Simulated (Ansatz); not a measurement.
**(PbS)2(CaSe)2 [001] superlattice, started as rocksalt type: the cell at rest**

Wanted: the relaxed cell of (PbS)2(CaSe)2 [001] superlattice, started as rocksalt type.

Method: DFT LDA, scalar-relativistic, plane waves, PAW, in Ansatz 0.2.0.

Most raw output is cut from this account.

The structure was built from a prototype and need not be the compound's stable phase.

## Step 1: The structure

It takes space group P4/nmm (No. 129, tetragonal). Conventional cell: a = 4.193 Å, b = 4.193 Å, c = 11.860 Å, α = 90.00°, β = 90.00°, γ = 90.00°. Nearest to Ca lie 1 S at 2.96 Å and 5 Se at 2.96 Å. Pb has 5 S at 2.96 Å and 1 Se at 2.96 Å nearest. S has 5 Pb at 2.96 Å and 1 Ca at 2.96 Å nearest. Se has 5 Ca at 2.96 Å and 1 Pb at 2.96 Å nearest. Farther neighbours and most contacts between anions are not listed.

## Step 2: A coarse first look

First a cheap look: the gap decides the mesh and the occupations, the pressure tells how far the cell has to move.

File input.yaml:

```yaml
crystal:
  lattice:
    - [2.965, 2.965, 0.0]
    - [-2.965, 2.965, 0.0]
    - [0.0, 0.0, 11.86]
  atoms:
    - { symbol: Ca, position: [0.0, 0.0, 0.5] }
    - { symbol: Ca, position: [0.5, 0.5, 0.75] }
    - { symbol: Pb, position: [0.0, 0.0, 0.0] }
    - { symbol: Pb, position: [0.5, 0.5, 0.25] }
    - { symbol: S, position: [0.5, 0.5, 0.0] }
    - { symbol: S, position: [0.0, 0.0, 0.25] }
    - { symbol: Se, position: [0.5, 0.5, 0.5] }
    - { symbol: Se, position: [0.0, 0.0, 0.75] }
kpoints:
  mp_grid: { grid: [4, 4, 2] }
hamiltonian:
  xc: lda
scf:
  occupations: { method: gaussian, width: 0.1 }
output:
  forces: true
  stress: true
  eigenvalues: true
```

On the command line:

```bash
> ansatz run input.yaml --threads 8 --pin off --max-ram 14336MiB --backend cpu --events-out ev --progress --plain --runs-dir out
```

Elapsed: 2.8 s, on 8 threads of Arm Neoverse V1, shared host; peak memory 0.85 GiB; 11 s of CPU time.

A gap read on the k-mesh alone can miss the band edges.

This step gave:

```
pressure           : -2.694 GPa
gap on the k-mesh  : 1.231 eV
volume per atom    : 26.07 Å³
direct gap on mesh : 1.288 eV
```

The coarse mesh shows a gap of 1.23 eV and a pressure of -2.7 GPa.

## Step 3: Relaxation

Harmonic phonons are second derivatives at a point where the forces vanish, and they are wanted at zero stress, so atoms and cell are relaxed first.

input.yaml, the sections that differ from step 2:

```yaml
kpoints:
  mp_grid: { grid: [6, 6, 2] }
scf:
  occupations: { method: gaussian, width: 0.02 }
output:
  forces: true
  stress: true
  eigenvalues: true
  write_density: true
  write_potential: true
  elf: true
  volumetric_format: npy
relax:
  adjacent_minimum: "off"
  f_tol: 0.005
  max_steps: 80
  cell: { stress_tol: 0.05 }
# crystal, hamiltonian: as in step 2
```

The job ended after 19 s (8 threads; peak memory 0.94 GiB; 2.3 min of CPU time).

Step by step:

```
step  energy less that of the first step (eV)  largest force component (eV/Å)  pressure (GPa)  volume (Å³)
   1                                   0.0000                          0.4223           -2.76       208.53
   2                                  -0.0455                          0.4836            2.40       190.57
   3                                  -0.1712                          0.0968           -0.18       198.29
   4                                  -0.1745                          0.0540           -0.01       197.76
   5                                  -0.1758                          0.0066            0.03       197.69
   6                                  -0.1758                          0.0013            0.00       197.77
  7*                                  -0.1748                          0.0014            0.00       197.77
```

Relaxation steps marked * repeat the geometry before them on a plane-wave basis chosen anew for their cell, so energy and pressure can jump there.

Forces are held to the 16 operations that the run works with; a distortion that breaks them can't arise in this run.

```
conventional cell, symmetrised  before   after  change
                         a (Å)   4.193   4.116  -1.8 %
                         b (Å)   4.193   4.116  -1.8 %
                         c (Å)  11.860  11.674  -1.6 %
              volume (Å³/atom)   26.07   24.72  -5.2 %
```

The atoms that moved most (Å, as changes of fractional coordinates times the final cell):

```
atom     dx     dy      dz  length
  S5  0.000  0.000  -0.096   0.096
  S6  0.000  0.000   0.096   0.096
 Ca2  0.000  0.000   0.045   0.045
 Ca1  0.000  0.000  -0.045   0.045
 Se7  0.000  0.000   0.039   0.039
 Se8  0.000  0.000  -0.039   0.039
 Pb4  0.000  0.000  -0.006   0.006
 Pb3  0.000  0.000   0.006   0.006
```

Numbers from this step:

```yaml
pressure: 5.54e-4 GPa
gap_on_the_k_mesh: 1.145 eV
volume_per_atom: 24.72 Å³
direct_gap_on_mesh: 1.189 eV
```

Valence density in the ac plane at fractional y = 0.000, with atoms of Ca and Pb and S and Se within 0.2 Å of it. It is the smooth field of the valence electrons, not physical close to the nuclei.

Ten steps, logarithmic in the rise over the least value, from '0' (0 e/Å³) to '9' (28 e/Å³), each cell a mean:
```
66421000001356
43210000000123
11000000000011
11100000000011
54210000001234
98421000001269
97421000001258
33210000001123
11100000000011
11000000000001
44210000000134
66420000001256
66420000000256
33100000000023
11000000000001
22100000000112
33210000001233
12321000001232
33221000001233
22110000000122
11000000000001
21100000000012
54320000001245
76531000001357
```
Columns run along a (4.1 Å), rows up along c (11.7 Å). Atoms in or near the plane, at fractional coordinates: Ca at (0.00, 0.50), Pb at (0.00, 0.00), S at (0.00, 0.26), Se at (0.00, 0.75).

ELF in the ac plane at fractional y = 0.000, with atoms of Ca and Pb and S and Se within 0.2 Å of it. It is the smooth field of the valence electrons, not physical close to the nuclei.

Ten even steps from '0' (0.01) to '9' (0.84), each cell a mean:
```
01443100013431
44431000012344
33211000001223
77653100024567
88987510258998
24898621379974
36998611379985
99987410258899
77653100014567
21000000000012
98510000000278
99950000001799
99950000001699
76310000000157
22210000001122
99873100015799
79996200137998
03997300148972
68996300148997
99874100025799
43321000001234
33321000001233
23442100013443
00343100024420
```
Columns run along a (4.1 Å), rows up along c (11.7 Å). Atoms in or near the plane, at fractional coordinates: Ca at (0.00, 0.50), Pb at (0.00, 0.00), S at (0.00, 0.26), Se at (0.00, 0.75).

Electrostatic potential energy in the ac plane at fractional y = 0.000, with atoms of Ca and Pb and S and Se within 0.2 Å of it. With pseudopotentials it is smooth inside the atoms' cores, unlike the true potential.

Values in eV, 24 rows by 14 columns, each cell a mean:
```
-25 -30 -30 -12   6   9  11  12  11   9   1 -18 -32 -28
-24 -20  -7   3   9  11  12  12  11  10   7   1 -13 -21
  5   6   8  10  11  12  12  12  12  12  11   9   7   6
  4   6   9  11  12  12  12  12  12  12  11  10   8   5
 -9  -9  -4   5  11  12  12  12  12  11   9   3  -7  -9
  2  -2 -10  -3   9  11  11  11  11  11   6  -7  -8   0
  0  -4 -10  -2   9  11  12  12  12  11   6  -5  -9  -2
 -8  -7   1   8  11  12  12  12  12  12  10   6  -3  -7
  7   7   9  11  12  12  12  12  12  12  11  10   9   7
  3   4   7   9  11  11  12  12  12  11  10   8   6   4
-23 -18  -5   3   8  10  12  12  11  10   7   2 -10 -20
-34 -34 -24  -5   6   9  11  11  11   9   3  -9 -31 -34
-34 -34 -21  -3   6   9  11  11  11   9   4  -7 -28 -34
-15 -11  -1   5   9  10  12  12  11  10   8   4  -5 -12
  6   7   8  10  11  12  12  12  12  11  10   9   8   6
  2   4   8  10  12  12  12  12  12  12  11  10   7   4
-25 -22  -6   6  11  12  12  12  12  12  10   4 -14 -23
-20 -28 -22   0  10  11  12  12  12  11   7  -5 -29 -25
-27 -26 -11   4  10  12  12  12  12  11   9   1 -19 -27
 -2   1   7  10  12  12  12  12  12  12  11  10   5   0
  9   9  10  11  12  12  12  12  12  12  12  11  10   9
 -3   0   5   8  10  11  12  12  12  11   9   7   3  -1
-31 -30 -19  -3   7  10  11  12  11   9   5  -7 -26 -31
-18 -25 -33 -17   5   9  11  12  11   8  -1 -23 -32 -23
```
Columns run along a (4.1 Å; values clipped at the 3rd and 97th percentile), rows up along c (11.7 Å). Atoms in or near the plane, at fractional coordinates: Ca at (0.00, 0.50), Pb at (0.00, 0.00), S at (0.00, 0.26), Se at (0.00, 0.75).

In this step the volume went from 26.07 to 24.72 Å³/atom.

## Step 4: Relaxing to small forces for the phonons

Phonons need a cell at rest on their own settings, so the relaxation is repeated with tight tolerances on forces and stress on the k mesh and occupations of the first response run.

File input.yaml:

```yaml
crystal:
  lattice:
    - [2.9104431366, 2.9104431366, 0.0]
    - [-2.9104431366, 2.9104431366, 0.0]
    - [0.0, 0.0, 11.6737859527]
  atoms:
    - { symbol: Ca, position: [0.0, 0.0, 0.4961778538] }
    - { symbol: Ca, position: [0.5, 0.5, 0.7538221462] }
    - { symbol: Pb, position: [0.0, 0.0, 0.0005277124] }
    - { symbol: Pb, position: [0.5, 0.5, 0.2494722876] }
    - { symbol: S, position: [0.5, 0.5, -0.0082472613] }
    - { symbol: S, position: [0.0, 0.0, 0.2582472613] }
    - { symbol: Se, position: [0.5, 0.5, 0.5033381845] }
    - { symbol: Se, position: [0.0, 0.0, 0.7466618155] }
kpoints:
  mp_grid: { grid: [8, 8, 2] }
hamiltonian:
  xc: lda
scf:
  occupations: { method: fixed }
output:
  forces: true
  stress: true
  eigenvalues: true
relax:
  adjacent_minimum: "off"
  f_tol: 0.001
  max_steps: 60
  cell: { stress_tol: 0.01 }
```

It took 15 s on 8 threads; peak memory 0.94 GiB.

Little changed from the start: no atom moved by 0.005 Å and no cell edge by 0.1 %.

This step gave:

```yaml
pressure: 5.82e-4 GPa
gap_on_the_k_mesh: 1.144 eV
direct_gap_on_mesh: 1.187 eV
```

The largest force component left is 0.63 meV/Å and the pressure is 0.001 GPa, within the tolerances set. The cell now holds 24.72 Å³/atom.

## Step 5: What came out

```
space group after relaxation (within 0.01 Å) : P4/nmm
lattice constant a                           : 4.116 Å
lattice constant b                           : 4.116 Å
lattice constant c                           : 11.676 Å
volume per atom                              : 24.7 Å³
gap on the k-mesh                            : 1.14 eV
```

The largest force component left is 0.63 meV/Å and the pressure is 0.001 GPa, within the tolerances set. The cell now holds 24.72 Å³/atom. The relaxation keeps the symmetry of its start, so it says nothing on stability against lower symmetry. Spin-orbit coupling is left out, which can matter for the heavy elements here. The starting cell was built on a prototype and not taken from a measurement, so the phase need not exist.

[Logs are printed without paths, hosts, clocks, repeated set-up lines and the standing remarks that a program may print on its own settings, such as how far it seeks lower states.]

[Hosts, paths, dates, database ids (printed as entryN), source tags and the programs' standing remarks are cut or masked in the printed files.]
